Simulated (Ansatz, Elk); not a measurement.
## How far do independent atoms describe InSb2N?

The structure of InSb2N used here is made up (a known structure type with other elements) and was relaxed beforehand with r2SCAN. The aim is the Fourier transform of its all-electron density, F(hkl), set beside the sum over free spherical atoms that refinements use.

Program: Elk 11.2.3 (patched build). Level of theory: DFT, PBE, all-electron APW+lo, Dirac cores, scalar-relativistic bands, static density, no spin. Results are calculated unless marked as measured.

This account leaves out most program logs.

The structure was built from a prototype and need not be the compound's stable phase.

## (1) The structure

It takes space group P6_3/mmc (No. 194, hexagonal). Conventional cell: a = 3.288 Å, b = 3.288 Å, c = 17.951 Å, α = 90.00°, β = 90.00°, γ = 120.00°. Nearest to Sb lie 3 N at 2.46 Å. In has 6 In at 3.29 Å nearest. N has 6 Sb at 2.46 Å nearest. Farther neighbours and most contacts between anions are not listed.

Coordinates:

```cif
data_structure
_symmetry_space_group_name_H-M 'P 1'
_symmetry_Int_Tables_number 1
_cell_length_a 3.2878
_cell_length_b 3.2878
_cell_length_c 17.9508
_cell_angle_alpha 90.000
_cell_angle_beta 90.000
_cell_angle_gamma 120.000
_cell_volume 168.05
loop_
_atom_site_label
_atom_site_type_symbol
_atom_site_fract_x
_atom_site_fract_y
_atom_site_fract_z
_atom_site_occupancy
Sb1 Sb 0.66667 0.33333 0.58704 1
Sb2 Sb 0.33333 0.66667 0.41296 1
Sb3 Sb 0.33333 0.66667 0.08704 1
Sb4 Sb 0.66667 0.33333 0.91296 1
In5 In 0.33333 0.66667 0.75000 1
In6 In 0.66667 0.33333 0.25000 1
N7 N 0.00000 0.00000 0.50000 1
N8 N 0.00000 0.00000 0.00000 1
```

## (2) Ground state and structure factors

An all-electron density is needed, since X-rays see the cores too. Task 0 finds the density and task 195 Fourier-transforms it; tshift is off so that phases refer to the origin typed.

File elk.in:

```
tasks
  0
  195

xctype
  20

spinpol
  .false.

rgkmax
  7.0

gmaxvr
  14.0

lmaxo
  7

lmaxapw
  8

swidth
  0.002

tshift
  .false.

ramdisk
  .false.

hmaxvr
  5.5

maxscl
  120

epspot
  1e-06

sppath
  './'

avec
  6.21304358349 0.00000000000 0.00000000000
  -3.10652179175 5.38065357812 -0.00000000000
  0.00000000000 -0.00000000000 33.92212153867

atoms
  3
  'Sb.in'
  4
  0.6666666667 0.3333333333 0.5870355968   0.000000 0.000000 0.000000
  0.3333333333 0.6666666667 0.4129644032   0.000000 0.000000 0.000000
  0.3333333333 0.6666666667 0.0870355968   0.000000 0.000000 0.000000
  0.6666666667 0.3333333333 0.9129644032   0.000000 0.000000 0.000000
  'In.in'
  2
  0.3333333333 0.6666666667 0.7500000000   0.000000 0.000000 0.000000
  0.6666666667 0.3333333333 0.2500000000   0.000000 0.000000 0.000000
  'N.in'
  2
  -0.0000000000 -0.0000000000 0.5000000000   0.000000 0.000000 0.000000
  -0.0000000000 -0.0000000000 -0.0000000000   0.000000 0.000000 0.000000

ngridk
  8 8 2
```

Run with:

```sh
OMP_NUM_THREADS=4 elk
```

The job ended after 77 s (4 threads of Intel Xeon 6975P-C (Granite Rapids), shared host; peak memory 0.34 GiB; 3.5 min of CPU time).

SFACRHO.OUT:

```text

h k l indices transformed by vhmat matrix:
   1.000000000       0.000000000       0.000000000    
   0.000000000       1.000000000       0.000000000    
   0.000000000       0.000000000       1.000000000    

      h      k      l  multipl.   |H|            Re(F)            Im(F)           |F|

      0      0      0      1   0.0000000       316.00000      0.42662620E-16   316.00000    
      0      0     -1      2  0.18522383     -0.62951006E-13 -0.84886955E-13  0.10568171E-12
      0      0      2      2  0.37044766       9.1567640     -0.19979423E-13   9.1567640    
      0      0     -3      2  0.55567149     -0.15737751E-12  0.20785401E-13  0.15874418E-12
      0      0     -4      2  0.74089532      -5.5360670     -0.73018916E-13   5.5360670    
      0      0      5      2  0.92611916     -0.20213174E-12 -0.43881666E-12  0.48313280E-12
      0      0      6      2   1.1113430      -242.66410      0.22400767E-12   242.66410    
     -1      1      0      6   1.1677364      -115.49358      0.79394377E-14   115.49358    
     -1      1      1      6   1.1823351      -5.3365003      0.10335110E-13   5.3365003    
      1     -1      1      6   1.1823351       5.3365003     -0.10368806E-12   5.3365003    
      0     -1     -2      6   1.2250877       12.127376     -0.18778549E-12   12.127376    
     -1      1      2      6   1.2250877       12.127376     -0.11113461E-12   12.127376    
     -1      1     -3      6   1.2932050       211.62513      0.20418864E-12   211.62513    
      1     -1     -3      6   1.2932050      -211.62513      0.35084151E-13   211.62513    
      0      0      7      2   1.2965668      0.62311659E-12 -0.39261571E-12  0.73649263E-12
      0      1      4      6   1.3829441       17.048243      0.19046108E-12   17.048243    
      1     -1     -4      6   1.3829441       17.048243      0.28560552E-12   17.048243    
      0      0     -8      2   1.4817906       32.999223     -0.65508216E-13   32.999223
```

Elk indexes on the primitive cell of elk.in and gives |H| = 4π sin θ/λ in inverse bohr. Below, one row stands for each form hkl of the conventional cell (m members, Friedel mates merged), F is for one primitive cell and the density is static (no thermal factor). Free-atom factors are Waasmaier and Kirfel's, and R is Σm||F|−|F'||/Σm|F|.

```tsv
hkl	m	sin θ/λ (Å⁻¹)	abs F, DFT	neutral atoms	diff.
001	2	0.028	0.000	0.000	+0.000
002	2	0.056	9.157	9.171	-0.014
003	2	0.084	0.000	0.000	+0.000
004	2	0.111	5.536	5.858	-0.322
005	2	0.139	0.000	0.000	+0.000
006	2	0.167	242.664	243.181	-0.517
100	6	0.176	115.494	116.049	-0.555
101	12	0.178	5.337	5.280	+0.057
102	12	0.184	12.127	11.710	+0.417
103	12	0.195	211.625	211.898	-0.273
007	2	0.195	0.000	0.000	+0.000
104	12	0.208	17.048	16.515	+0.534
008	2	0.223	32.999	32.568	+0.432
105	12	0.224	11.876	11.971	-0.095
106	12	0.242	121.468	121.328	+0.140
009	2	0.251	0.000	0.000	+0.000
107	12	0.262	19.806	19.669	+0.137
0 0 10	2	0.279	37.205	36.893	+0.312
```

## (3) The highest occupied states alone

An energy window below the Fermi level keeps the highest occupied states, to see at which angles they scatter; shallow core shells can lie inside it and anion s states outside. No new self-consistency is needed.

Changes to elk.in since step 2:

```diff
@@ -1,3 +1,2 @@
 tasks
-  0
   195
@@ -40,2 +39,5 @@
 
+wsfac
+  -0.165270 0.575720
+
 sppath
```

Run with:

```sh
OMP_NUM_THREADS=4 elk
```

Wall time 24 s (4 threads); peak memory 0.22 GiB.

States within 12 eV below the Fermi level hold 31.98 electrons; any levels below the window count with the cores. Their amplitudes can exceed the total, where window and core parts have opposite phase:

```tsv
hkl	sin θ/λ (Å⁻¹)	abs F, window	abs F, all
001	0.028	0.000	0.000
002	0.056	8.735	9.157
003	0.084	0.000	0.000
004	0.111	2.622	5.536
005	0.139	0.000	0.000
006	0.167	0.550	242.664
100	0.176	2.827	115.494
101	0.178	0.753	5.337
102	0.184	4.045	12.127
103	0.195	1.524	211.625
```

## (4) Another functional

The difference from free atoms is small, so it is set against the change that LDA (Perdew-Wang) makes.

Changes to elk.in since step 3:

```diff
@@ -1,2 +1,3 @@
 tasks
+  0
   195
@@ -4,3 +5,3 @@
 xctype
-  20
+  3
 
@@ -39,5 +40,2 @@
 
-wsfac
-  -0.165270 0.575720
-
 sppath
```

Run with:

```sh
OMP_NUM_THREADS=4 elk
```

Wall time 48 s (4 threads); peak memory 0.25 GiB.

Against the first run R = 0.03 %; the largest change is -0.112 at 110.

## (5) A coarser k-mesh

About half the k-points along each axis test the sampling.

Changes to elk.in since step 4:

```diff
@@ -5,3 +5,3 @@
 xctype
-  3
+  20
 
@@ -66,2 +66,2 @@
 ngridk
-  8 8 2
+  4 4 1
```

Run with:

```sh
OMP_NUM_THREADS=4 elk
```

Wall time 46 s (4 threads); peak memory 0.33 GiB; 77 s of CPU time.

Against the first run R = 0.01 %; the largest change is +0.122 at 008.

## (6) Settings against the effect

```tsv
run	R against the first run (%)	R against neutral atoms, low angle (%)	wall time
PBE, rgkmax 7	0.00	0.43	77 s
LDA (Perdew-Wang)	0.03	0.40	48 s
k-mesh 4×4×1	0.01	0.43	46 s
```

## (7) Summary of results

```
R against neutral atoms, sin θ/λ < 0.3 Å⁻¹ : 0.43 %
R against neutral atoms, 0.3 to 0.68 Å⁻¹   : 0.10 %
```

In words: Independent neutral atoms miss the calculated amplitudes by R = 0.43 % below 0.3 Å⁻¹ and 0.10 % from there to 0.68 Å⁻¹; by shells, 2.29 % below 0.15 Å⁻¹ (2 forms), 0.43 % 0.15 to 0.3 (12 forms), 0.10 % 0.3 to 0.45 (26 forms), 0.10 % above 0.45 (72 forms). Bonding, aspherical density and the tables' own atoms all enter these figures, and the runs don't part them. The largest change of an amplitude is -0.56 electrons, at 100. The window's part falls from 32.0 electrons at the origin to at most 0.77 between 0.45 and 0.68 Å⁻¹. Below 0.3 Å⁻¹ the changes that finished (LDA (Perdew-Wang) and k-mesh 4×4×1) move F by R = 0.05 % at most, against the 0.43 % that separates it from free atoms. The basis has no finished test. Part of the difference isn't bonding: the tables are fits to free atoms and ions calculated by other methods than this functional. Thermal motion, anomalous dispersion and extinction are left out.

[Logs are printed without paths, hosts, clocks, repeated set-up lines and the standing remarks that a program may print on its own settings, such as how far it seeks lower states.]

[Hosts, paths, dates, database ids (printed as entryN), source tags and the programs' standing remarks are cut or masked in the printed files.]
